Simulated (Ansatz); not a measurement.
# LaIrS3 (built on the sites of a database entry of LaCoO3): a soft mode frozen in

Which phase does LaIrS3 (built on the sites of a database entry of LaCoO3) fall into along its unstable mode, and how much energy does it gain?

Program: Ansatz 0.2.0. Level of theory: DFT PBEsol, scalar-relativistic, plane waves, PseudoDojo norm-conserving pseudopotentials. Results are calculated unless marked as measured.

The structure was built from a prototype and need not be the compound's stable phase.

## Step 1: Starting point

The structure is cubic, space group Pm-3m (No. 221). The conventional cell has a = 4.634 Å, b = 4.634 Å, c = 4.634 Å, α = 90.00°, β = 90.00°, γ = 90.00°. Nearest to La lie 12 S at 3.28 Å. Nearest to Ir lie 6 S at 2.32 Å. S has 2 Ir at 2.32 Å and 4 La at 3.28 Å nearest. Farther neighbours and most contacts between anions are not listed.

## Step 2: Zone-centre response

The cell comes from relaxations at this level that are not shown. The zone centre is the only wavevector solved here; it holds the modes that light can see, as far as symmetry allows. No field response is asked, since the mesh shows no gap.

input.yaml reads:

```yaml
crystal:
  lattice:
    - [4.6342572702, 0.0, 0.0]
    - [0.0, 4.6342572702, 0.0]
    - [0.0, 0.0, 4.6342572702]
  atoms:
    - { symbol: La, position: [0.0, 0.0, 0.0] }
    - { symbol: Ir, position: [0.5, 0.5, 0.5] }
    - { symbol: S, position: [0.5, 0.5, 0.0] }
    - { symbol: S, position: [0.0, 0.5, 0.5] }
    - { symbol: S, position: [0.5, 0.0, 0.5] }
kpoints:
  mp_grid: { grid: [8, 8, 8] }
hamiltonian:
  xc: pbesol
  pseudopotentials: { kind: nc, accuracy: standard }
scf:
  occupations: { method: methfessel_paxton, width: 0.2 }
output:
  eigenvalues: true
phonons:
  method: dfpt
```

Launch:

```
> ansatz run input.yaml --threads 8 --pin off --max-ram 14336MiB --backend cpu --events-out ev --progress --plain --runs-dir out
```

Numbers of over 12 decimals in the logs are rounded to 6 here.

The program printed:

```text
zone centre: on kpoints.mp_grid the ground state, and the responses unless they are solved on pairs of k-points, stand on 125 of the mesh's 512 k-points, reduced under 8 symmetry operations, with k and −k counted as one. Each operation leaves every solved displacement unchanged or reverses it
Engine: ansatz 0.2.0, aarch64-unknown-linux-gnu
Pseudopotentials: kind: nc
Pseudopotential: La, nc, valence charge 11, recommended cutoff 1496.626244 eV (normal), La.nc.azcp (PseudoDojo's, or run here from an input of PseudoDojo's; its table is named by hamiltonian.pseudopotentials.accuracy)
Pseudopotential: Ir, nc, valence charge 17, recommended cutoff 925.187132 eV (normal), Ir.nc.azcp (PseudoDojo's, or run here from an input of PseudoDojo's; its table is named by hamiltonian.pseudopotentials.accuracy)
Pseudopotential: S, nc, valence charge 6, recommended cutoff 707.496042 eV (normal), S.nc.azcp (PseudoDojo's, or run here from an input of PseudoDojo's; its table is named by hamiltonian.pseudopotentials.accuracy)
Functional definition: PBEsol
  exchange = pbesol_x
  correlation = pbesol_c
Crystal: 5 atoms, lattice volume = 99.527 Å³
Basis set: ecut = 1496.626244 eV, 13133 PW (Γ), exchange–correlation on 120×120×120 points (8 copies of the dense FFT grid, shifted against one another)
Bands: 28, of which v1, the nominal top of the filled ones, is band 23 counted from 1 (22 counted from 0)
Symmetry: 48 space group operations
k-points: 125 of 512 (irreducible under 8 space group operations)
Non-local potential: La, projectors of the file, l = 0: 2, l = 1: 2, l = 2: 2, l = 3: 2
Non-local potential: Ir, projectors of the file, l = 0: 2, l = 1: 2, l = 2: 2, l = 3: 2
Non-local potential: S, projectors of the file, l = 0: 2, l = 1: 2, l = 2: 2
Initial density: superposition of atomic densities (chi_scale 0.1, normalization cell, long waves kept (reshape's long-wave potential 0.00 eV rms))
Initial wavefunctions: pseudopotential atomic-orbital guess
Functional: x = pbesol(κ = 0.804, μ = 0.123457), c = pbesol(β = 0.046)
SCF iter   1: F=—  HF=-4990.800849 eV  |F-HF|=—  |Δ(HF+E_count)|=         —  Δρ=4.25e-1  dr2=3.24e2  ethr=3.10e-3  ⟨swp⟩=17.9  Hψ=80389  notcnv=0
automatic band count: the SCF goes on with 33 bands, as 28 were too few: the levels above may hold too much charge
preconditioner: auto → Kerker (q_TF=auto, 2.399 Å⁻¹)  [metal: Δε(μ)=0.004 eV  Ē_g=7.644 eV  σ=0.200 eV  W_gap=0.02  n_scr=26 (ndim 8)  ℏωp=22.3 eV  f_vac=0.000  D(μ)=41.28/eV (n_scr^D=1044)]
SCF iter   2: F=—  HF=-5002.301926 eV  |F-HF|=—  |Δ(HF+E_count)|=    1.15e1  S|Δr|=    0.00e0  Δρ=1.98e-1  dr2=4.63e1  ethr=3.10e-3  ⟨swp⟩=10.8  Hψ=18387  notcnv=0  defer=90
SCF iter   3: F=—  HF=-4992.199449 eV  |F-HF|=—  |Δ(HF+E_count)|=    1.01e1  S|Δr|=    0.00e0  Δρ=1.20e-1  dr2=1.64e1  ethr=3.10e-3  ⟨swp⟩=4.9  Hψ=10458  notcnv=0  defer=264
SCF iter   4: F=—  HF=-4988.224542 eV  |F-HF|=—  |Δ(HF+E_count)|=    3.97e0  S|Δr|=    0.00e0  Δρ=7.74e-2  dr2=7.77e0  ethr=3.10e-3  ⟨swp⟩=4.3  Hψ=9637  notcnv=0  defer=325
SCF iter   5: F=—  HF=-4985.581988 eV  |F-HF|=—  |Δ(HF+E_count)|=    2.64e0  S|Δr|=    0.00e0  Δρ=3.60e-2  dr2=2.15e0  ethr=3.10e-3  ⟨swp⟩=5.8  Hψ=13061  notcnv=0  defer=513
SCF iter   6: F=—  HF=-4985.101802 eV  |F-HF|=—  |Δ(HF+E_count)|=   4.80e-1  S|Δr|=    0.00e0  Δρ=2.30e-2  dr2=8.79e-1  ethr=3.10e-3  ⟨swp⟩=5.5  Hψ=12190  notcnv=0  defer=337
SCF iter   7: F=—  HF=-4984.823008 eV  |F-HF|=—  |Δ(HF+E_count)|=   2.79e-1  S|Δr|=    0.00e0  Δρ=8.24e-3  dr2=1.04e-1  ethr=1.91e-3  ⟨swp⟩=4.9  Hψ=12341  notcnv=0  defer=238
SCF iter   8: F=—  HF=-4984.793488 eV  |F-HF|=—  |Δ(HF+E_count)|=   2.95e-2  S|Δr|=    0.00e0  Δρ=1.07e-3  dr2=9.31e-4  ethr=2.25e-4  ⟨swp⟩=2.7  Hψ=8226  notcnv=0  defer=232
SCF iter   9: F=—  HF=-4984.819379 eV  |F-HF|=—  |Δ(HF+E_count)|=   2.59e-2  S|Δr|=    0.00e0  Δρ=8.21e-3  dr2=1.15e-1  ethr=2.02e-6  ⟨swp⟩=3.6  Hψ=10765  notcnv=0  defer=223
SCF iter  10: F=—  HF=-4984.794832 eV  |F-HF|=—  |Δ(HF+E_count)|=   2.45e-2  S|Δr|=    0.00e0  Δρ=1.95e-3  dr2=5.94e-3  ethr=2.02e-6  ⟨swp⟩=3.8  Hψ=10584  notcnv=0  defer=218
SCF iter  11: F=—  HF=-4984.793297 eV  |F-HF|=—  |Δ(HF+E_count)|=   1.54e-3  S|Δr|=    0.00e0  Δρ=3.68e-4  dr2=2.03e-4  ethr=2.02e-6  ⟨swp⟩=2.1  Hψ=6660  notcnv=0  defer=211
SCF iter  12: F=—  HF=-4984.793241 eV  |F-HF|=—  |Δ(HF+E_count)|=   5.61e-5  S|Δr|=    0.00e0  Δρ=2.62e-5  dr2=8.76e-7  ethr=4.42e-7  ⟨swp⟩=2.1  Hψ=6276  notcnv=0  defer=209
SCF iter  13: F=—  HF=-4984.793141 eV  |F-HF|=—  |Δ(HF+E_count)|=   9.99e-5  S|Δr|=    0.00e0  Δρ=8.25e-6  dr2=1.01e-7  ethr=1.90e-9  ⟨swp⟩=2.4  Hψ=7204  notcnv=0  defer=207
SCF iter  14: F=—  HF=-4984.793141 eV  |F-HF|=—  |Δ(HF+E_count)|=  1.68e-10  S|Δr|=    0.00e0  Δρ=6.24e-6  dr2=6.85e-8  ethr=2.20e-10  ⟨swp⟩=2.1  Hψ=6306  notcnv=0  defer=207
SCF iter  15: F=—  HF=-4984.793141 eV  |F-HF|=—  |Δ(HF+E_count)|=   1.15e-8  S|Δr|=    0.00e0  Δρ=3.41e-6  dr2=1.76e-8  ethr=1.49e-10  ⟨swp⟩=1.3  Hψ=3944  notcnv=0  defer=207
SCF iter  16: F=—  HF=-4984.793141 eV  |F-HF|=—  |Δ(HF+E_count)|=   4.09e-9  S|Δr|=    0.00e0  Δρ=8.50e-7  dr2=9.57e-10  ethr=3.83e-11  ⟨swp⟩=2.4  Hψ=5308  notcnv=0  defer=207
SCF iter  17: F=-4984.793141 eV  HF=-4984.793141 eV  |F-HF|=9.09e-13  |Δ(HF+E_count)|=  2.07e-10  S|Δr|=    0.00e0  Δρ=9.05e-8  dr2=3.88e-12  ethr=1.00e-12  ⟨swp⟩=15.9  Hψ=33312  notcnv=0
SCF 1 converged in 17 iterations: F = -4984.793141 eV  dr2 = 3.88e-12
DFPT response loops at Γ: preconditioner auto → Kerker (q_TF=auto, 2.399 Å⁻¹) (partly filled bands, converged f_vac=0.000); β = 1.00, the filter's whole step (`scf.mixing.beta` (0.50) is not read by the response loops under this deck's `scf.mixing.preconditioner`; to damp them name `kerker` or `kerker_dos`, under which they read `scf.mixing.beta`, and type it under 1.00, their step now; both keys bind the ground state too); Broyden in place of MSR1
SCF converged after 17 iterations
Stability not checked: this state was not tested for a lower state beside it, because cold or Methfessel-Paxton smearing, or corrected tetrahedra, fill the levels in a way that the test cannot read (fill_not_monotonic; see scf.lower_state_search)
Free energy (F): -4984.793141 eV
Harris-Foulkes:  -4984.793141 eV  (|F-HF|=9.09e-13)
Internal energy: -4984.794163 eV  (E = F + TS)
E sigma→0 (E₀):  -4984.793397 eV
Entropy (-TS):   0.001022 eV (0.204 meV/atom)
Fermi energy:    11.680640 eV
--- Per-component energies (eV) ---
  E_band       = -259.671665
  E_kinetic    = 1437.610113
  E_local      = -3445.499259  (includes V_loc(G=0)·N_el)
  E_nonlocal   = 384.396877
  E_hartree    = 1104.050061
  E_xc         = -1070.937567
  E_vxc        = -844.279532  (∫ρ·V_xc dr)
  E_ewald      = -3394.414388
  E_smearing   = 0.001022  (= −TS)
  E_closure    = 0.000000  (closes the sum)
  Σ components = -4984.793141   (vs F -4984.793141, Δ=0.00e0)
--- Band table (eV; the first three rows and the last of 125) ---
  k-point 0: bands = [... 19 lower, 9.7429, 10.5191, 10.5191, 10.9689, 10.9689, 10.9689, 13.1442, 13.1442, ... 6 higher]
  k-point 1: bands = [... 19 lower, 10.0131, 10.0131, 10.5991, 11.0146, 11.0146, 11.5643, 13.3052, 13.3841, ... 6 higher]
  k-point 2: bands = [... 19 lower, 10.2465, 10.2465, 10.6776, 11.3076, 11.3076, 12.1091, 13.4678, 13.6402, ... 6 higher]
  k-point 124: bands = [... 19 lower, 11.4081, 11.8994, 11.8994, 11.8994, 13.6547, 13.6547, 13.6547, 13.7123, ... 6 higher]
--- Phonons (Γ-DFPT): 4 representative perturbations + reference, on 125 of 512 k-points (Σ response iterations 15) ---
  k mesh reduced under 8 symmetry operations, with k and −k counted as one. Each operation leaves every solved displacement unchanged or reverses it
  ASR residual: 4.026e-4 → 0.000e0 eV/Å²; symmetrization residual: 9.157e-6 eV/Å²
  ASR residual per site (eV/Å²): 1.14e-4 4.03e-4 3.08e-5 3.08e-5 3.08e-5
  Γ frequencies (cm⁻¹): -194.57 -194.57 -194.57 -188.58 -188.58 -188.58 -44.07 -44.07 -44.07 0.00 0.00 0.00 368.81 368.81 368.81
  non-analytic LO–TO correction: not included (Born effective charges unavailable; polar crystals: no LO–TO splitting at Γ)
```

The job ended after 5 min (8 threads of Arm Neoverse N1, shared host; peak memory 8.2 GiB; 40 min of CPU time).

Numbers from this step:

```
volume per atom                                         : 19.91 Å³
gap on the k-mesh                                       : 0 eV
sum-rule residual before enforcement                    : 4.03e-4 eV/Å²
point group                                             : m-3m
highest optical mode at the zone centre (no LO-TO term) : 368.8 cm⁻¹
lowest optical zone-centre mode                         : -194.6 cm⁻¹
```

Patterns of degenerate modes are one choice out of their space. The modes at Γ (shares of kinetic energy by element, %) (negative means imaginary):

```csv
mode,frequency (cm⁻¹),symmetry,La %,Ir %,S %
1,-194.6,T2u,0,0,100
2,-194.6,T2u,0,0,100
3,-194.6,T2u,0,0,100
4,-188.6,T1u,1,18,81
5,-188.6,T1u,1,18,81
6,-188.6,T1u,1,18,81
7,-44.1,T1u,66,27,6
8,-44.1,T1u,66,27,6
9,-44.1,T1u,66,27,6
10,0.0,acoustic,33,45,23
11,0.0,acoustic,33,45,23
12,0.0,acoustic,33,45,23
13,368.8,T1u,0,10,90
14,368.8,T1u,0,10,90
15,368.8,T1u,0,10,90
```

Displacements in mode 1 (-194.6 cm⁻¹), the largest set to 1:
```
La1  0.00  0.00  0.00
Ir2  0.00  0.00  0.00
S3  -1.00 -0.03  0.00
S4   0.00  0.03  0.04
S5   1.00  0.00 -0.04
```

Displacements in mode 4 (-188.6 cm⁻¹), the largest set to 1:
```
La1 -0.08  0.00  0.00
Ir2 -0.27  0.00 -0.01
S3   1.00  0.00  0.00
S4  -0.03  0.00  0.05
S5   1.00  0.00  0.05
```

Before it was imposed, the acoustic sum rule was missed by 4.0e-4 eV/Å². Small misses are needed for a sound result but don't prove that mesh and cutoff are converged. The lowest optical mode is imaginary, 194.6i cm⁻¹, so the energy falls along it.

## Step 3: The mode frozen in, largest atomic shift 0 Å

The mode followed lies at Γ with frequency 194.6i cm⁻¹ and is 3-fold degenerate, the softest among the wavevectors solved. At small amplitude the distorted cell has space group no. 115 by a symmetry search on the positions. The undistorted cell that holds it gives the zero of energy on the same k mesh.

input.yaml, as its differences from that of step 2:

```diff
@@ -19,4 +19,4 @@
 output:
+  forces: true
+  stress: true
   eigenvalues: true
-phonons:
-  method: dfpt
```

The program printed:

```text
[...]
Crystal: 5 atoms, lattice volume = 99.527 Å³
Basis set: ecut = 1496.626244 eV, 13133 PW (Γ), exchange–correlation on 120×120×120 points (8 copies of the dense FFT grid, shifted against one another)
Bands: 28, of which v1, the nominal top of the filled ones, is band 23 counted from 1 (22 counted from 0)
Symmetry: 48 space group operations
[...]
k-points: 35 of 512
[...]
k-point 0: bands = [... 19 lower, 9.7429, 10.5192, 10.5192, 10.9689, 10.9689, 10.9689, 13.1442, 13.1442, ... 6 higher]
  k-point 1: bands = [... 19 lower, 10.0131, 10.0131, 10.5992, 11.0146, 11.0146, 11.5643, 13.3052, 13.3840, ... 6 higher]
  k-point 2: bands = [... 19 lower, 10.2465, 10.2465, 10.6777, 11.3077, 11.3077, 12.1091, 13.4677, 13.6400, ... 6 higher]
  k-point 34: bands = [... 19 lower, 11.4081, 11.8994, 11.8994, 11.8994, 13.6544, 13.6544, 13.6544, 13.7121, ... 6 higher]
[key lines of the parts left out:]
SCF converged after 14 iterations
Free energy (F): -4984.793141 eV
Fermi energy:    11.680678 eV
P = ⅓ Tr σ = -0.0047 GPa (-0.047 kbar)
```

Wall time 24 s (8 threads); peak memory 1.6 GiB; 3.2 min of CPU time.

Numbers from this step:

```
pressure                         : -0.004674 GPa
energy from the undistorted cell : 0 meV/atom
```

The run ends at a pressure of 0.00 GPa.

## Step 4: The mode frozen in, largest atomic shift 0.45 Å

The atoms are moved along the unstable eigenvector, the largest shift by 0.45 Å, with the cell fixed.

input.yaml, the sections that differ from step 3:

```yaml
crystal:
  lattice:
    - [4.6342572702, 0.0, 0.0]
    - [0.0, 4.6342572702, 0.0]
    - [0.0, 0.0, 4.6342572702]
  atoms:
    - { symbol: La, position: [0.0, 0.0, 0.0] }
    - { symbol: Ir, position: [0.5, 0.5, 0.5] }
    - { symbol: S, position: [0.5, 0.5971029388, 0.0] }
    - { symbol: S, position: [0.0, 0.4028970612, 0.5] }
    - { symbol: S, position: [0.5, 0.0, 0.5] }
# kpoints, hamiltonian, scf, output: as in step 3
```

The program printed:

```text
[...]
Crystal: 5 atoms, lattice volume = 99.527 Å³
Basis set: ecut = 1496.626244 eV, 13133 PW (Γ), exchange–correlation on 120×120×120 points (8 copies of the dense FFT grid, shifted against one another)
Bands: 28, of which v1, the nominal top of the filled ones, is band 23 counted from 1 (22 counted from 0)
Symmetry: 8 space group operations
[...]
k-point 0: bands = [... 19 lower, 9.7806, 9.7806, 10.6296, 11.6981, 11.6981, 11.9886, 13.3335, 13.4113, ... 6 higher]
  k-point 1: bands = [... 19 lower, 9.8639, 10.0408, 10.4916, 11.0486, 11.6677, 12.6812, 13.3652, 13.5823, ... 6 higher]
  k-point 2: bands = [... 19 lower, 9.7892, 10.5097, 10.5597, 11.0229, 11.5923, 12.9804, 13.4474, 13.8483, ... 6 higher]
  k-point 74: bands = [... 19 lower, 10.9847, 11.7779, 11.7779, 11.9035, 13.8131, 13.8764, 13.9031, 13.9031, ... 6 higher]
[key lines of the parts left out:]
SCF converged after 12 iterations
Free energy (F): -4985.363098 eV
Fermi energy:    11.757448 eV
P = ⅓ Tr σ = -0.4354 GPa (-4.354 kbar)
```

Wall time 64 s (8 threads); peak memory 1.8 GiB; 8.4 min of CPU time.

Numbers from this step:

```yaml
pressure: -0.4354 GPa
energy_from_the_undistorted_cell: -114.0 meV/atom
```

The energy, extrapolated to zero smearing, is -114.03 meV/atom against the undistorted cell.

The run ends at a pressure of -0.44 GPa, with forces up to 0.40 eV/Å.

## Step 5: Energy along the mode, all amplitudes (two of the runs are shown above)

An imaginary frequency means negative curvature, so the energy should fall and then rise again as anharmonic terms take over.

Numbers from this step:

| Item | Value |
| --- | --- |
| depth at the lowest point sampled | 114.0 meV/atom |
| largest atomic shift at that point | 0.45 Å |

The energy from the parent by largest atomic shift:

```csv
largest atomic shift (Å),energy from the parent (meV/atom)
0.000,0
0.040,-1.40
0.080,-5.53
0.140,-16.4
0.220,-38.9
0.320,-76.3
0.450,-114
0.600,-107
```

Displacement at unit largest shift by atom:

```csv
atom,x (Å),y (Å),z (Å),size
La1,0.00,0.00,0.00,0.00
Ir2,0.00,0.00,0.00,0.00
S3,0.00,1.00,0.00,1.00
S4,0.00,-1.00,0.00,1.00
S5,0.00,0.00,0.00,0.00
```

The lowest of the steps tried is at 0.45 Å, 114 meV/atom below the parent; the bottom of the well need not coincide with a step.

(Continued in part 2 of 2.)

[Logs are printed without paths, hosts, clocks, repeated set-up lines and the standing remarks that a program may print on its own settings, such as how far it seeks lower states.]

[Hosts, paths, dates, database ids (printed as entryN), source tags and the programs' standing remarks are cut or masked in the printed files.]
